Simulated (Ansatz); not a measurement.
An input for Ansatz 0.2.0 (LiPS3 (C2/m)):

```yaml
crystal:
  lattice:
    - [5.5578, -3.5035, 0.0]
    - [5.5578, 3.5035, 0.0]
    - [-3.7957895619, 0.0, 5.3074392707]
  atoms:
    - { symbol: Li, position: [0.7591184309, 0.2408815691, 0.0] }
    - { symbol: Li, position: [0.2408815691, 0.7591184309, 0.0] }
    - { symbol: P, position: [0.1535229576, 0.1535229576, 0.5780140654] }
    - { symbol: P, position: [0.8464770424, 0.8464770424, 0.4219859346] }
    - { symbol: S, position: [0.2240344925, 0.7759655075, 0.5] }
    - { symbol: S, position: [0.7759655075, 0.2240344925, 0.5] }
    - { symbol: S, position: [0.197106774, 0.197106774, 0.3187113102] }
    - { symbol: S, position: [0.802893226, 0.802893226, 0.6812886898] }
    - { symbol: S, position: [0.3227742362, 0.3227742362, 0.940813349] }
    - { symbol: S, position: [0.6772257638, 0.6772257638, 0.059186651] }
kpoints:
  mp_grid: { grid: [2, 2, 2] }
hamiltonian:
  xc: pbe
  pseudopotentials: { kind: paw, azcp: { folder: soft_1 } }
scf:
  occupations: { method: fixed }
gw:
  n_empty_bands: 777
  ecut_chi: 140
  qp_bands: [v3, c3]
  qp_kpoints: band_edges
  screening: { model: contour_deformation }
```

```sh
ansatz run input.yaml --threads 2 --pin off --max-ram 92160MiB --backend cuda --events-out ev --progress --plain --runs-dir out --devices 1 --max-vram 13GiB
```

Question: Estimate wall time and host memory on 1 × NVIDIA H100 80GB HBM3 (shared by 6 runs) with 2 threads of AMD EPYC 7R13 (Zen 3), shared host.

It took 17 s; on shared hardware allow 8.5 s to 34 s. Peak host memory was 2.0 GiB. The sizes that set the cost: 3981 plane waves a state, 6 irreducible k points, 803 bands summed, 793 plane waves in the screening and 9 SCF cycles.

The screening grows as filled bands × empty bands × pairs of k points, times the square of the screening basis for the matrix.

[Paths, hosts, dates, memory and timing lines, banners, echoed tables and standing remarks are left out of the program output.]

[Logs are printed without paths, hosts, clocks, repeated set-up lines and the standing remarks that a program may print on its own settings, such as how far it seeks lower states.]

[Runs of the session that timed out or met a known fault of the program may be left out.]

[Cells called generated may have been cut or substituted from an entry of the Crystallography Open Database or the Materials Project.]

[Hosts, paths, dates, database ids (printed as entryN), source tags and the programs' standing remarks are cut or masked in the printed files.]
